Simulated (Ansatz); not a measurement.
# CsSrF3 (Pm-3m): following an unstable mode, part 2 of 3

Aim: this structure of CsSrF3 (Pm-3m) is to be tested for unstable modes, and one is followed downhill.

Ansatz 0.2.0; DFT PBEsol, scalar-relativistic, plane waves, PAW; PAW set soft_1.

So far, highest frequency on the path or at a solved wavevector (cm⁻¹): step 2 (the dispersion) 440. Also lowest frequency on the path (cm⁻¹): step 2 -66.4.

## 6. Relaxation from the frozen mode

Starting from the lowest point found, all atoms and the cell are let go, so that strain and other modes of the same symmetry can join in.

input.yaml reads:

```yaml
crystal:
  lattice:
    - [-4.7371927409, 0.0, 0.0]
    - [0.0, -4.7371927409, -4.7371927409]
    - [0.0, -4.7371927409, 4.7371927409]
  atoms:
    - { symbol: Cs, position: [0.0, 0.5, 0.5] }
    - { symbol: Cs, position: [0.0, 1.0, 1.0] }
    - { symbol: Sr, position: [0.5, 0.0, 0.5] }
    - { symbol: Sr, position: [0.5, 0.5, 0.0] }
    - { symbol: F, position: [1.0, 0.0, 0.5] }
    - { symbol: F, position: [1.0, 0.5, 0.0] }
    - { symbol: F, position: [0.5, 0.7162247224, 0.2837752776] }
    - { symbol: F, position: [0.5, 0.2837752776, 0.7162247224] }
    - { symbol: F, position: [0.5, 0.7837752776, 0.7837752776] }
    - { symbol: F, position: [0.5, 0.2162247224, 0.2162247224] }
kpoints:
  mp_grid: { grid: [6, 4, 4] }
hamiltonian:
  xc: pbesol
  pseudopotentials: { kind: paw, azcp: { folder: soft_1 }, xc_functional: pbe }
scf:
  occupations: { method: fixed }
output:
  forces: true
  stress: true
  eigenvalues: true
relax:
  adjacent_minimum: "off"
  f_tol: 0.002
  max_steps: 120
  cell: { stress_tol: 0.03 }
```

Command:

```sh
$ ansatz run input.yaml --threads 4 --pin off --max-ram 10240MiB --backend cpu --events-out ev --progress --plain --runs-dir out
```

Numbers of over 12 decimals in the logs are rounded to 6 here.

Output:

```text
[...]
Crystal: 10 atoms, lattice volume = 212.615 Å³
Basis set: ecut = 420 eV, 4199 PW (Γ), exchange–correlation on 64×90×90 points (8 copies of the dense FFT grid, shifted against one another)
Bands: 50, of which v1, the nominal top of the filled ones, is band 40 counted from 1 (39 counted from 0)
Symmetry: 16 space group operations
[...]
k-points: 24 of 96
[...]
SCF iter   1: F=—  HF=-22988.772330 eV  |F-HF|=—  |Δ(HF+E_count)|=         —  Δρ=1.67e-1  dr2=5.01e1  ethr=3.10e-3  ⟨swp⟩=7.2  Hψ=5863  notcnv=0  defer=163
[...]
SCF iter  10: F=-22976.411453 eV  HF=-22976.411453 eV  |F-HF|=5.93e-9  |Δ(HF+E_count)|=   1.49e-7  Δρ=3.56e-6  dr2=2.39e-8  ethr=1.25e-10  ⟨swp⟩=17.2  Hψ=8730  notcnv=0
SCF 1 converged in 10 iterations: F = -22976.411453 eV  dr2 = 2.39e-8
[...]
relax step   1: F+E_penalty+E_count = -22976.41145291 eV  Δ(F+E_penalty+E_count) = +0.000e0 eV  max|allowed force component| = 2.312e-2 eV/Å  Δτ_max = 0.0000 Å  P = -0.277 GPa  Ω = 212.615 Å³  (10 SCF iters, dr2 threshold 1.00e-7 eV, accepted)
Crystal: 10 atoms, lattice volume = 210.564 Å³
Basis set: ecut = 420 eV, 4135 PW (Γ), exchange–correlation on 64×90×90 points (8 copies of the dense FFT grid, shifted against one another)
[...]
iter 1 solved again at ethr=1.28e-5 eV; its pass at ethr=3.10e-3 eV (dr2=1.02e-2 eV) is discarded
[...]
SCF iter   7: F=-22976.421112 eV  HF=-22976.421112 eV  |F-HF|=8.02e-9  |Δ(HF+E_count)|=   1.41e-7  Δρ=2.71e-6  dr2=1.42e-8  ethr=7.97e-10  ⟨swp⟩=5.2  Hψ=4105  notcnv=0
SCF 2 converged in 7 iterations: F = -22976.421112 eV  dr2 = 1.42e-8
relax step   2: F+E_penalty+E_count = -22976.42111192 eV  Δ(F+E_penalty+E_count) = -9.659e-3 eV  max|allowed force component| = 2.829e-2 eV/Å  Δτ_max = 0.0273 Å  P = +0.107 GPa  Ω = 210.564 Å³  energy of the carried Pulay correction = +2.595e-3 eV  (7 SCF iters, dr2 threshold 6.38e-7 eV, accepted)
Crystal: 10 atoms, lattice volume = 210.178 Å³
Basis set: ecut = 420 eV, 4119 PW (Γ), exchange–correlation on 64×90×90 points (8 copies of the dense FFT grid, shifted against one another)
[...]
SCF iter   7: F=-22976.426361 eV  HF=-22976.426361 eV  |F-HF|=5.64e-8  |Δ(HF+E_count)|=   1.06e-8  Δρ=7.98e-6  dr2=7.13e-8  ethr=1.57e-10  ⟨swp⟩=14.5  Hψ=7527  notcnv=0
SCF 3 converged in 7 iterations: F = -22976.426361 eV  dr2 = 7.13e-8
relax step   3: F+E_penalty+E_count = -22976.42636058 eV  Δ(F+E_penalty+E_count) = -5.249e-3 eV  max|allowed force component| = 1.288e-2 eV/Å  Δτ_max = 0.0557 Å  P = +0.070 GPa  Ω = 210.178 Å³  energy of the carried Pulay correction = +3.087e-3 eV  (7 SCF iters, dr2 threshold 1.26e-7 eV, accepted)
[...]
relax step   4: F+E_penalty+E_count = -22976.42694804 eV  Δ(F+E_penalty+E_count) = -5.875e-4 eV  max|allowed force component| = 4.951e-3 eV/Å  Δτ_max = 0.0318 Å  P = +0.016 GPa  Ω = 210.107 Å³  energy of the carried Pulay correction = +3.177e-3 eV  (7 SCF iters, dr2 threshold 2.31e-8 eV, accepted)
[...]
relax step   5: F+E_penalty+E_count = -22976.42681388 eV  Δ(F+E_penalty+E_count) = +1.342e-4 eV  max|allowed force component| = 5.081e-5 eV/Å  Δτ_max = 0.0091 Å  P = -0.004 GPa  Ω = 210.284 Å³  energy of the carried Pulay correction = +2.953e-3 eV  (7 SCF iters, dr2 threshold 3.90e-9 eV, accepted)
[...]
relax step   6: F+E_penalty+E_count = -22976.42436724 eV  Δ(F+E_penalty+E_count) = +2.447e-3 eV  max|allowed force component| = 3.197e-5 eV/Å  Δτ_max = 0.0000 Å  P = -0.030 GPa  Ω = 210.284 Å³  stress off target by 4.72e-2 GPa  SCF on the basis re-selected at this cell (its energy is not comparable with the rows above)  (6 SCF iters)
[...]
relax step   7: F+E_penalty+E_count = -22976.42467314 eV  Δ(F+E_penalty+E_count) = -3.059e-4 eV  max|allowed force component| = 1.182e-4 eV/Å  Δτ_max = 0.0029 Å  P = +0.008 GPa  Ω = 210.072 Å³  energy of the carried Pulay correction = +2.699e-4 eV  (6 SCF iters, dr2 threshold 5.57e-9 eV, accepted)
[...]
SCF iter   1: F=—  HF=-22976.423880 eV  |F-HF|=—  |Δ(HF+E_count)|=         —  Δρ=1.06e-5  dr2=6.96e-8  ethr=2.61e-7  ⟨swp⟩=4.0  Hψ=8836  notcnv=0  defer=191
eigensolver tolerance schedule: the retry pair's looser diagonalisation over-reported the residual by 2992.94 of it (diagonalisation noise at 0.34 of the residual, at the tolerance the schedule requests for it); recorded, not acted on — ethr = c·dr2/N_el stays at c = 1.0e-1
[...]
SCF iter   2: F=—  HF=-22976.424410 eV  |F-HF|=—  |Δ(HF+E_count)|=   5.30e-4  Δρ=6.50e-6  dr2=4.87e-8  ethr=8.70e-11  ⟨swp⟩=3.6  Hψ=2994  notcnv=0  defer=185
[...]
SCF iter   6: F=-22976.424410 eV  HF=-22976.424410 eV  |F-HF|=1.09e-11  |Δ(HF+E_count)|=  7.64e-11  Δρ=1.12e-7  dr2=1.30e-11  ethr=1.00e-12  ⟨swp⟩=18.8  Hψ=7968  notcnv=0
SCF 8 converged in 6 iterations: F = -22976.424410 eV  dr2 = 1.30e-11
relax step   8: F+E_penalty+E_count = -22976.42441020 eV  Δ(F+E_penalty+E_count) = +2.629e-4 eV  max|allowed force component| = 1.133e-4 eV/Å  Δτ_max = 0.0000 Å  P = +0.007 GPa  Ω = 210.072 Å³  stress off target by 8.65e-3 GPa  SCF on the basis re-selected at this cell (its energy is not comparable with the rows above)  (6 SCF iters)
[...]
SCF converged after 6 iterations
Free energy (F): -22976.424410 eV
[...]
Internal energy: -22976.424410 eV  (E = F + TS)
E sigma→0 (E₀):  -22976.424410 eV
Fermi energy:    2.270228 eV
[...]
--- Forces (eV/Å), atoms counted from 1 ---
  atom   1  Cs    -0.00000000     0.00000000     0.00000000
  atom   2  Cs    -0.00000000     0.00000000     0.00000000
  atom   3  Sr     0.00000000    -0.00000000     0.00000000
  atom   4  Sr     0.00000000     0.00000000     0.00000000
  atom   5  F     -0.00000000    -0.00000000     0.00000000
  atom   6  F     -0.00000000     0.00000000     0.00000000
  atom   7  F     -0.00000000    -0.00000000     0.00011332
  atom   8  F      0.00000000     0.00000000    -0.00011332
  atom   9  F     -0.00000000    -0.00011332     0.00000000
  atom  10  F      0.00000000     0.00011332    -0.00000000
  max |Σ_I F_I| component: 1.36e-19 eV/Å
--- Stress (GPa, compression-positive) ---
        0.008649      -0.000000       0.000000
       -0.000000       0.005870       0.000000
        0.000000       0.000000       0.005870
  P = ⅓ Tr σ = 0.0068 GPa (0.068 kbar)
--- Band table (eV; the first three rows and the last of 24) ---
  k-point 0: bands = [... 36 lower, 2.1950, 2.2427, 2.2427, 2.2437, 8.6617, 9.9671, 10.4597, 10.5573, ... 6 higher]
  k-point 1: bands = [... 36 lower, 2.1536, 2.1906, 2.1992, 2.2316, 9.1091, 10.2619, 10.6983, 10.7215, ... 6 higher]
  k-point 2: bands = [... 36 lower, 2.1690, 2.1690, 2.2120, 2.2120, 10.0878, 10.0878, 11.0143, 11.0143, ... 6 higher]
  k-point 23: bands = [... 36 lower, 2.1884, 2.1884, 2.2014, 2.2014, 10.3781, 10.3781, 10.7869, 10.7869, ... 6 higher]
--- Relaxed structure (6 steps of the walk, 6 accepted, 2 SCFs on fresh bases) ---
  F+E_penalty+E_count = -22976.42441020 eV   max|allowed force component| = 1.133e-4 eV/Å   (the final SCF, on the basis selected at the relaxed cell)
  cell:  # Å, volume = 210.0720 Å³
    - [-4.772704, 0, 0]
    - [0, -4.691231, -4.691231]
    - [0, -4.691231, 4.691231]
  atoms:
    - { symbol: Cs, position: [0, 0.5, 0.5] }
    - { symbol: Cs, position: [0, 1.0, 1.0] }
    - { symbol: Sr, position: [0.5, 0.0, 0.5] }
    - { symbol: Sr, position: [0.5, 0.5, 0.0] }
    - { symbol: F, position: [1.0, 0.0, 0.5] }
    - { symbol: F, position: [1.0, 0.5, 0.0] }
    - { symbol: F, position: [0.5, 0.704757, 0.295243] }
    - { symbol: F, position: [0.5, 0.295243, 0.704757] }
    - { symbol: F, position: [0.5, 0.795243, 0.795243] }
    - { symbol: F, position: [0.5, 0.204757, 0.204757] }
```

The job ended after 44 s (4 threads of Arm Neoverse V1, shared host; peak memory 0.72 GiB; 2.8 min of CPU time).

The steps of the relaxation:

```tsv
step	energy less that of the first step (eV)	largest force component (eV/Å)	pressure (GPa)	volume (Å³)
1	0.0000	0.0231	-0.28	212.61
2	-0.0097	0.0283	0.11	210.56
3	-0.0149	0.0129	0.07	210.18
4	-0.0155	0.0050	0.02	210.11
5	-0.0154	0.0001	0.00	210.28
6*	-0.0129	0.0000	-0.03	210.28
7	-0.0132	0.0001	0.01	210.07
8*	-0.0130	0.0001	0.01	210.07
```

Relaxation steps marked * repeat the geometry before them on a plane-wave basis chosen anew for their cell, so energy and pressure can jump there.

Forces are held to the 16 operations that the run works with; a distortion that breaks them can't arise in this run.

```tsv
cell as run	before	after	change
a (Å)	4.737	4.773	+0.7 %
b (Å)	6.699	6.634	-1.0 %
c (Å)	6.699	6.634	-1.0 %
volume (Å³/atom)	21.26	21.01	-1.2 %
```

The atoms that moved most (Å, as changes of fractional coordinates times the final cell):

```tsv
atom	dx	dy	dz	length
F9	0.000	-0.108	0.000	0.108
F10	0.000	0.108	0.000	0.108
F7	0.000	0.000	0.108	0.108
F8	0.000	0.000	-0.108	0.108
```

This step gave:

| Item | Value |
| --- | --- |
| pressure | 0.006797 GPa |
| gap on the k-mesh | 6.391 eV |
| volume per atom | 21.01 Å³ |

The distorted start has space group P4/mbm; the relaxation ends in P4/mbm.

## 7. The new phase in its own primitive cell

The relaxed structure is symmetrised, reduced to its primitive cell and relaxed tightly, as its phonons need.

input.yaml reads:

```yaml
crystal:
  lattice:
    - [6.6344028785, 0.0, 0.0]
    - [0.0, 6.6344028785, 0.0]
    - [0.0, 0.0, 4.7727042661]
  atoms:
    - { symbol: Cs, position: [0.5, 0.0, 0.0] }
    - { symbol: Cs, position: [0.0, 0.5, 0.0] }
    - { symbol: Sr, position: [0.0, 0.0, 0.5] }
    - { symbol: Sr, position: [0.5, 0.5, 0.5] }
    - { symbol: F, position: [0.0, 0.0, 0.0] }
    - { symbol: F, position: [0.5, 0.5, 0.0] }
    - { symbol: F, position: [0.7047571594, 0.7952428406, 0.5] }
    - { symbol: F, position: [0.2952428406, 0.2047571594, 0.5] }
    - { symbol: F, position: [0.7952428406, 0.2952428406, 0.5] }
    - { symbol: F, position: [0.2047571594, 0.7047571594, 0.5] }
kpoints:
  mp_grid: { grid: [4, 4, 6] }
hamiltonian:
  xc: pbesol
  pseudopotentials: { kind: paw, azcp: { folder: soft_1 }, xc_functional: pbe }
scf:
  occupations: { method: fixed }
output:
  forces: true
  stress: true
  eigenvalues: true
relax:
  adjacent_minimum: "off"
  f_tol: 0.001
  max_steps: 60
  cell: { stress_tol: 0.01 }
```

Output:

```text
[...]
Crystal: 10 atoms, lattice volume = 210.072 Å³
Basis set: ecut = 420 eV, 4111 PW (Γ), exchange–correlation on 90×90×64 points (8 copies of the dense FFT grid, shifted against one another)
Bands: 50, of which v1, the nominal top of the filled ones, is band 40 counted from 1 (39 counted from 0)
Symmetry: 16 space group operations
[...]
k-points: 24 of 96
[...]
- { symbol: Cs, position: [0.0, 0.500000, 0.0] }
    - { symbol: Sr, position: [0.0, 0.0, 0.5] }
    - { symbol: Sr, position: [0.500000, 0.500000, 0.5] }
    - { symbol: F, position: [0.0, 0.0, 0.0] }
    - { symbol: F, position: [0.500000, 0.500000, 0.0] }
    - { symbol: F, position: [0.704757, 0.795243, 0.5] }
    - { symbol: F, position: [0.2952428406, 0.204757, 0.5] }
    - { symbol: F, position: [0.795243, 0.2952428406, 0.5] }
    - { symbol: F, position: [0.204757, 0.704757, 0.5] }
[key lines of the parts left out:]
SCF converged after 9 iterations
Free energy (F): -22976.424410 eV
Fermi energy:    2.270229 eV
P = ⅓ Tr σ = 0.0068 GPa (0.068 kbar)
```

Elapsed: 14 s, on 4 threads; peak memory 0.71 GiB.

Little changed from the start: no atom moved by 0.005 Å and no cell edge by 0.1 %.

This step gave:

```
pressure           : 0.006798 GPa
direct gap on mesh : 6.418 eV
```

The largest force component left is 0.080 meV/Å and the pressure is 0.007 GPa, within the tolerances set. The cell now holds 21.01 Å³/atom.

(Continued in part 3 of 3.)

[Logs are printed without paths, hosts, clocks, repeated set-up lines and the standing remarks that a program may print on its own settings, such as how far it seeks lower states.]

[Hosts, paths, dates, database ids (printed as entryN), source tags and the programs' standing remarks are cut or masked in the printed files.]
